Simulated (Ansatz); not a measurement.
**Be (Im-3m, 1 atom in the cell): the cell at rest**

Aim: bring Be (Im-3m, 1 atom in the cell) to small forces and stress, as phonons need.

Main program and level: Ansatz 0.2.0; DFT PBEsol, scalar-relativistic, plane waves, PAW; PAW set soft_1.

This is not the structure that Be takes at ambient pressure and room temperature (hexagonal, No. 194); it is a model or a phase of other conditions.

### Step 1. Set-up

Symmetry: Im-3m, No. 229, cubic system. Conventional cell: a = 2.506 Å, b = 2.506 Å, c = 2.506 Å, α = 90.00°, β = 90.00°, γ = 90.00°. Nearest to Be lie 8 Be at 2.17 Å.

### Step 2. Probe on a coarse mesh

A quick single point on a coarse mesh tells whether the cell has a gap and how far it is from rest, which sets the k mesh and smearing that follow.

input.yaml

```yaml
crystal:
  lattice:
    - [-1.2531209513, 1.2531209513, 1.2531209513]
    - [1.2531209513, -1.2531209513, 1.2531209513]
    - [1.2531209513, 1.2531209513, -1.2531209513]
  atoms:
    - { symbol: Be, position: [0.0, 0.0, 0.0] }
kpoints:
  mp_grid: { grid: [10, 10, 10] }
hamiltonian:
  xc: pbesol
  pseudopotentials: { kind: paw, azcp: { folder: soft_1 }, xc_functional: pbe }
scf:
  occupations: { method: gaussian, width: 0.1 }
output:
  forces: true
  stress: true
  eigenvalues: true
```

On the command line:

```
$ ansatz run input.yaml --threads 4 --pin off --max-ram 10240MiB --backend cpu --events-out ev --progress --plain --runs-dir out
```

Numbers of over 12 decimals in the logs are rounded to 6 here.

Log:

```text
Engine: ansatz 0.2.0, aarch64-unknown-linux-gnu
Pseudopotentials: kind: paw
Pseudopotential: Be, paw, valence charge 2, recommended cutoff 420 eV (normal), soft_1/Be.paw.azcp
Functional definition: PBEsol
  exchange = pbesol_x
  correlation = pbesol_c
Crystal: 1 atoms, lattice volume = 7.871 Å³
[...]
-0.000000      -1.910143       0.000000
       -0.000000       0.000000      -1.910143
  P = ⅓ Tr σ = -1.9101 GPa (-19.101 kbar)
--- Band table (eV; the first three rows and the last of 47) ---
  k-point 0: bands = ["-3.2180", "28.3476", "28.3476", "28.3476", "39.6424"]
  k-point 1: bands = ["-2.8682", "26.5778", "27.0900", "27.9402", "36.4154"]
  k-point 2: bands = ["-1.8189", "21.8469", "24.8265", "26.8800", "33.5780"]
  k-point 46: bands = ["12.9488", "12.9488", "12.9488", "18.7930", "18.7930"]
[key lines of the parts left out:]
SCF converged after 5 iterations
Free energy (F): -90.243112 eV
Fermi energy:    8.832514 eV
```

The job ended after 0.73 s (4 threads of Arm Neoverse V1, shared host; peak memory 0.22 GiB; 0.94 s of CPU time).

This step gave:

- pressure: -1.910 GPa
- volume per atom: 7.871 Å³
- gap on the k-mesh: 0 eV

The coarse mesh shows no gap and a pressure of -1.9 GPa.

### Step 3. Relaxation

Harmonic phonons are second derivatives at a point where the forces vanish, and they are wanted at zero stress, so atoms and cell are relaxed first.

input.yaml, as its differences from that of step 2:

```diff
@@ -8,3 +8,3 @@
 kpoints:
-  mp_grid: { grid: [10, 10, 10] }
+  mp_grid: { grid: [24, 24, 24] }
 hamiltonian:
@@ -18 +18,6 @@
   eigenvalues: true
+relax:
+  adjacent_minimum: "off"
+  f_tol: 0.005
+  max_steps: 80
+  cell: { stress_tol: 0.05 }
```

Log:

```text
[...]
Crystal: 1 atoms, lattice volume = 7.871 Å³
Basis set: ecut = 420 eV, 141 PW (Γ), exchange–correlation on 30×30×30 points (8 copies of the dense FFT grid, shifted against one another)
Bands: 5, of which v1, the nominal top of the filled ones, is band 1 counted from 1 (0 counted from 0)
Symmetry: 48 space group operations
[...]
k-points: 413 of 13824
[...]
SCF iter   5: F=-90.251209 eV  HF=-90.251209 eV  |F-HF|=3.88e-12  |Δ(HF+E_count)|=   4.59e-8  Δρ=7.85e-7  dr2=1.44e-11  ethr=4.37e-9  ⟨swp⟩=1.6  Hψ=5368  notcnv=0
SCF 1 converged in 5 iterations: F = -90.251209 eV  dr2 = 1.44e-11
[...]
relax step   1: F+E_penalty+E_count = -90.25120864 eV  Δ(F+E_penalty+E_count) = +0.000e0 eV  max|allowed force component| = 0.000e0 eV/Å  Δτ_max = 0.0000 Å  P = -1.994 GPa  Ω = 7.871 Å³  (5 SCF iters, dr2 threshold 1.00e-7 eV, accepted)
Crystal: 1 atoms, lattice volume = 7.803 Å³
[...]
SCF iter   3: F=-90.251842 eV  HF=-90.251842 eV  |F-HF|=8.37e-12  |Δ(HF+E_count)|=   2.33e-7  Δρ=8.33e-7  dr2=1.73e-11  ethr=5.00e-9  ⟨swp⟩=4.0  Hψ=10403  notcnv=0
SCF 2 converged in 3 iterations: F = -90.251842 eV  dr2 = 1.73e-11
[...]
relax step   2: F+E_penalty+E_count = -90.25184230 eV  Δ(F+E_penalty+E_count) = -6.337e-4 eV  max|allowed force component| = 0.000e0 eV/Å  Δτ_max = 0.0000 Å  P = -0.946 GPa  Ω = 7.803 Å³  energy of the carried Pulay correction = +6.445e-6 eV  (3 SCF iters, dr2 threshold 1.00e-7 eV, accepted)
Crystal: 1 atoms, lattice volume = 7.742 Å³
[...]
SCF iter   3: F=-90.252024 eV  HF=-90.252024 eV  |F-HF|=4.90e-12  |Δ(HF+E_count)|=   1.97e-7  Δρ=7.05e-7  dr2=1.24e-11  ethr=5.00e-9  ⟨swp⟩=3.9  Hψ=10393  notcnv=0
SCF 3 converged in 3 iterations: F = -90.252024 eV  dr2 = 1.24e-11
[...]
relax step   3: F+E_penalty+E_count = -90.25202428 eV  Δ(F+E_penalty+E_count) = -1.820e-4 eV  max|allowed force component| = 0.000e0 eV/Å  Δτ_max = 0.0000 Å  P = +0.018 GPa  Ω = 7.742 Å³  energy of the carried Pulay correction = +1.221e-5 eV  (3 SCF iters, dr2 threshold 1.00e-7 eV, accepted)
[...]
SCF iter   3: F=-90.252014 eV  HF=-90.252014 eV  |F-HF|=2.98e-13  |Δ(HF+E_count)|=  2.86e-10  Δρ=1.31e-7  dr2=2.79e-13  ethr=1.00e-12  ⟨swp⟩=2.3  Hψ=5956  notcnv=0
SCF 4 converged in 3 iterations: F = -90.252014 eV  dr2 = 2.79e-13
relax step   4: F+E_penalty+E_count = -90.25201411 eV  Δ(F+E_penalty+E_count) = +1.017e-5 eV  max|allowed force component| = 0.000e0 eV/Å  Δτ_max = 0.0000 Å  P = +0.015 GPa  Ω = 7.742 Å³  stress off target by 1.46e-2 GPa  SCF on the basis re-selected at this cell (its energy is not comparable with the rows above)  (3 SCF iters)
basis re-selected at this cell: Δ(F+E_penalty+E_count) = +1.017e-5 eV, ΔP = -0.004 GPa vs the last step (what re-selecting the basis moved, of the pressure what is left beyond the Pulay correction that the steps carried, after the strain that the cell walked since its last selection, with what the two solves' SCF thresholds leave and, on support functions, any second-order correction that the steps lacked; it is no measure of the basis error at this ecutwfc). This SCF's stress stands 1.46e-2 GPa from its target on what of the cell is left free (relax.cell.stress_tol is 5.00e-2 GPa) and its largest allowed force component is 0.00e0 eV/Å (relax.f_tol is 5.00e-3 eV/Å): [rest of the remark cut]
SCF converged after 3 iterations
Free energy (F): -90.252014 eV
[...]
Internal energy: -90.251053 eV  (E = F + TS)
E sigma→0 (E₀):  -90.251534 eV
Entropy (-TS):   -0.000961 eV (-0.961 meV/atom)
Fermi energy:    9.261724 eV
[...]
--- Stress (GPa, compression-positive) ---
        0.014563      -0.000000       0.000000
       -0.000000       0.014563      -0.000000
       -0.000000      -0.000000       0.014563
  P = ⅓ Tr σ = 0.0146 GPa (0.146 kbar)
--- Band table (eV; the first three rows and the last of 413) ---
[...]
--- Relaxed structure (3 steps of the walk, 3 accepted, 1 SCFs on fresh bases) ---
  F+E_penalty+E_count = -90.25201411 eV   max|allowed force component| = 0.000e0 eV/Å   (the final SCF, on the basis selected at the relaxed cell)
  cell:  # Å, volume = 7.7424 Å³
    - [-1.246252, 1.246252, 1.246252]
    - [1.246252, -1.246252, 1.246252]
    - [1.246252, 1.246252, -1.246252]
  atoms:
    - { symbol: Be, position: [0.0, 0.0, 0.0] }
```

It took 2.2 s on 4 threads; peak memory 0.28 GiB.

Relaxation path:

| step | energy less that of the first step (eV) | largest force component (eV/Å) | pressure (GPa) | volume (Å³) |
| --- | --- | --- | --- | --- |
| 1 | 0.0000 | 0.0000 | -1.99 | 7.87 |
| 2 | -0.0006 | 0.0000 | -0.95 | 7.80 |
| 3 | -0.0008 | 0.0000 | 0.02 | 7.74 |
| 4* | -0.0008 | 0.0000 | 0.01 | 7.74 |

Relaxation steps marked * repeat the geometry before them on a plane-wave basis chosen anew for their cell, so energy and pressure can jump there.

| conventional cell, symmetrised | before | after | change |
| --- | --- | --- | --- |
| a (Å) | 2.506 | 2.493 | -0.5 % |
| b (Å) | 2.506 | 2.493 | -0.5 % |
| c (Å) | 2.506 | 2.493 | -0.5 % |
| volume (Å³/atom) | 7.87 | 7.74 | -1.6 % |

Final coordinates:

```cif
data_structure
_symmetry_space_group_name_H-M 'P 1'
_symmetry_Int_Tables_number 1
_cell_length_a 2.1586
_cell_length_b 2.1586
_cell_length_c 2.1586
_cell_angle_alpha 109.471
_cell_angle_beta 109.471
_cell_angle_gamma 109.471
_cell_volume 7.74
loop_
_atom_site_label
_atom_site_type_symbol
_atom_site_fract_x
_atom_site_fract_y
_atom_site_fract_z
_atom_site_occupancy
Be1 Be 0.00000 0.00000 0.00000 1
```

This step gave:

- pressure: 0.01456 GPa
- volume per atom: 7.742 Å³

In this step the volume went from 7.87 to 7.74 Å³/atom.

### Step 4. Tight relaxation

Phonons need a cell at rest on their own settings, so the relaxation is repeated with tight tolerances on forces and stress, using the mesh and the filling of the phonon run that follows.

input.yaml, the sections that differ from step 3:

```yaml
crystal:
  lattice:
    - [-1.2462524191, 1.2462524191, 1.2462524191]
    - [1.2462524191, -1.2462524191, 1.2462524191]
    - [1.2462524191, 1.2462524191, -1.2462524191]
  atoms:
    - { symbol: Be, position: [0.0, 0.0, 0.0] }
scf:
  occupations: { method: methfessel_paxton, width: 0.2 }
output:
  forces: true
  stress: true
  eigenvalues: true
  write_density: true
  write_potential: true
  elf: true
  volumetric_format: npy
relax:
  adjacent_minimum: "off"
  f_tol: 0.001
  max_steps: 60
  cell: { stress_tol: 0.01 }
# kpoints, hamiltonian: as in step 3
```

Log:

```text
[...]
Crystal: 1 atoms, lattice volume = 7.742 Å³
Basis set: ecut = 420 eV, 141 PW (Γ), exchange–correlation on 30×30×30 points (8 copies of the dense FFT grid, shifted against one another)
Bands: 5, of which v1, the nominal top of the filled ones, is band 1 counted from 1 (0 counted from 0)
[... 1 set-up line as in the run before ...]
[...]
k-points: 413 of 13824
[...]
-0.000000       0.000000      -0.000117
  P = ⅓ Tr σ = -0.0001 GPa (-0.001 kbar)
--- Band table (eV; the first three rows and the last of 413) ---
[...]
--- Relaxed structure (3 steps of the walk, 3 accepted, 1 SCFs on fresh bases) ---
[...]
cell:  # Å, volume = 7.7409 Å³
    - [-1.246167, 1.246167, 1.246167]
    - [1.246167, -1.246167, 1.246167]
    - [1.246167, 1.246167, -1.246167]
  atoms:
    - { symbol: Be, position: [0.0, 0.0, 0.0] }
[key lines of the parts left out:]
SCF converged after 4 iterations
Free energy (F): -90.251653 eV
Fermi energy:    9.268141 eV
```

The job ended after 2.2 s (4 threads; peak memory 0.29 GiB).

Little changed from the start: no atom moved by 0.005 Å and no cell edge by 0.1 %.

This step gave:

- pressure: -1.17e-4 GPa
- volume per atom: 7.741 Å³

ELF in the ac plane of the conventional cell at fractional y = 0.000, with atoms of Be within 0.2 Å of it. It is the smooth field of the valence electrons, not physical close to the nuclei.

Ten even steps from '0' (0.00) to '9' (0.62):
```
0001478999974100
0012579999985210
1124789999987421
4457899999998754
7778999999999887
8899999999999999
9999999999999999
9999999999999999
9999999999999999
8999999999999998
7788999999999877
4457899999998754
1124789999987421
0012589999975210
0001479999874100
0001478999874100
```
Columns run along a (2.5 Å), rows up along c (2.5 Å), edges of the conventional cell, whose origin can differ from the input's. Atoms in or near the plane, at fractional coordinates: Be at (0.00, 0.00).

Electrostatic potential energy in the ac plane of the conventional cell at fractional y = 0.000, with atoms of Be within 0.2 Å of it. With pseudopotentials it is smooth inside the atoms' cores, unlike the true potential.

Ten even steps from '0' (-34 eV) to '9' (8 eV):
```
0013689999986310
0124789999987421
3346899999998643
5678899999998876
8889999999999988
9999999999999999
9999999999999999
9999999999999999
9999999999999999
9999999999999999
8889999999999988
5678899999998876
3346899999998643
0124789999987421
0013689999986310
0003589999985300
```
Columns run along a (2.5 Å; values clipped at the 3rd and 97th percentile), rows up along c (2.5 Å), edges of the conventional cell, whose origin can differ from the input's. Atoms in or near the plane, at fractional coordinates: Be at (0.00, 0.00).

Valence density in the ac plane of the conventional cell at fractional y = 0.000, with atoms of Be within 0.2 Å of it. It is the smooth field of the valence electrons, not physical close to the nuclei.

Values in e/Å³, 16 rows by 16 columns:
```
0.10 0.12 0.18 0.23 0.26 0.27 0.26 0.26 0.26 0.26 0.26 0.27 0.26 0.23 0.18 0.12
0.16 0.18 0.21 0.25 0.27 0.27 0.26 0.26 0.26 0.26 0.26 0.27 0.27 0.25 0.21 0.18
0.22 0.23 0.25 0.26 0.27 0.27 0.26 0.26 0.26 0.26 0.26 0.27 0.27 0.26 0.25 0.23
0.26 0.26 0.27 0.27 0.27 0.27 0.26 0.26 0.26 0.26 0.26 0.27 0.27 0.27 0.27 0.26
0.27 0.27 0.27 0.27 0.27 0.26 0.26 0.26 0.26 0.26 0.26 0.26 0.27 0.27 0.27 0.27
0.26 0.26 0.26 0.26 0.26 0.26 0.26 0.26 0.26 0.26 0.26 0.26 0.26 0.26 0.26 0.26
0.26 0.26 0.26 0.26 0.26 0.26 0.26 0.26 0.26 0.26 0.26 0.26 0.26 0.26 0.26 0.26
0.26 0.26 0.26 0.26 0.26 0.26 0.26 0.26 0.26 0.26 0.26 0.26 0.26 0.26 0.26 0.26
0.26 0.26 0.26 0.26 0.26 0.26 0.26 0.26 0.26 0.26 0.26 0.26 0.26 0.26 0.26 0.26
0.26 0.26 0.26 0.26 0.26 0.26 0.26 0.26 0.26 0.26 0.26 0.26 0.26 0.26 0.26 0.26
0.27 0.27 0.27 0.27 0.27 0.26 0.26 0.26 0.26 0.26 0.26 0.26 0.27 0.27 0.27 0.27
0.26 0.26 0.27 0.27 0.27 0.27 0.26 0.26 0.26 0.26 0.26 0.27 0.27 0.27 0.27 0.26
0.22 0.23 0.25 0.26 0.27 0.27 0.26 0.26 0.26 0.26 0.26 0.27 0.27 0.26 0.25 0.23
0.16 0.18 0.21 0.25 0.27 0.27 0.26 0.26 0.26 0.26 0.26 0.27 0.27 0.25 0.21 0.18
0.10 0.12 0.18 0.23 0.26 0.27 0.26 0.26 0.26 0.26 0.26 0.27 0.26 0.23 0.18 0.12
0.07 0.10 0.16 0.22 0.26 0.27 0.26 0.26 0.26 0.26 0.26 0.27 0.26 0.22 0.16 0.10
```
Columns run along a (2.5 Å), rows up along c (2.5 Å), edges of the conventional cell, whose origin can differ from the input's. Atoms in or near the plane, at fractional coordinates: Be at (0.00, 0.00).

The forces vanish by symmetry and the pressure is 0.000 GPa, within the tolerances set. The cell now holds 7.74 Å³/atom.

### Step 5. Outcome

```yaml
space_group_after_relaxation_within_0p01_a: Im-3m
lattice_constant_a: 2.492 Å
lattice_constant_b: 2.492 Å
lattice_constant_c: 2.492 Å
volume_per_atom: 7.74 Å³
```

What this shows: The forces vanish by symmetry and the pressure is 0.000 GPa, within the tolerances set. The cell now holds 7.74 Å³/atom. The relaxation keeps the symmetry of its start, so it says nothing on stability against lower symmetry. The PAW files were made for PBE and serve the other functionals too.

[Logs are printed without paths, hosts, clocks, repeated set-up lines and the standing remarks that a program may print on its own settings, such as how far it seeks lower states.]

[Hosts, paths, dates, database ids (printed as entryN), source tags and the programs' standing remarks are cut or masked in the printed files.]
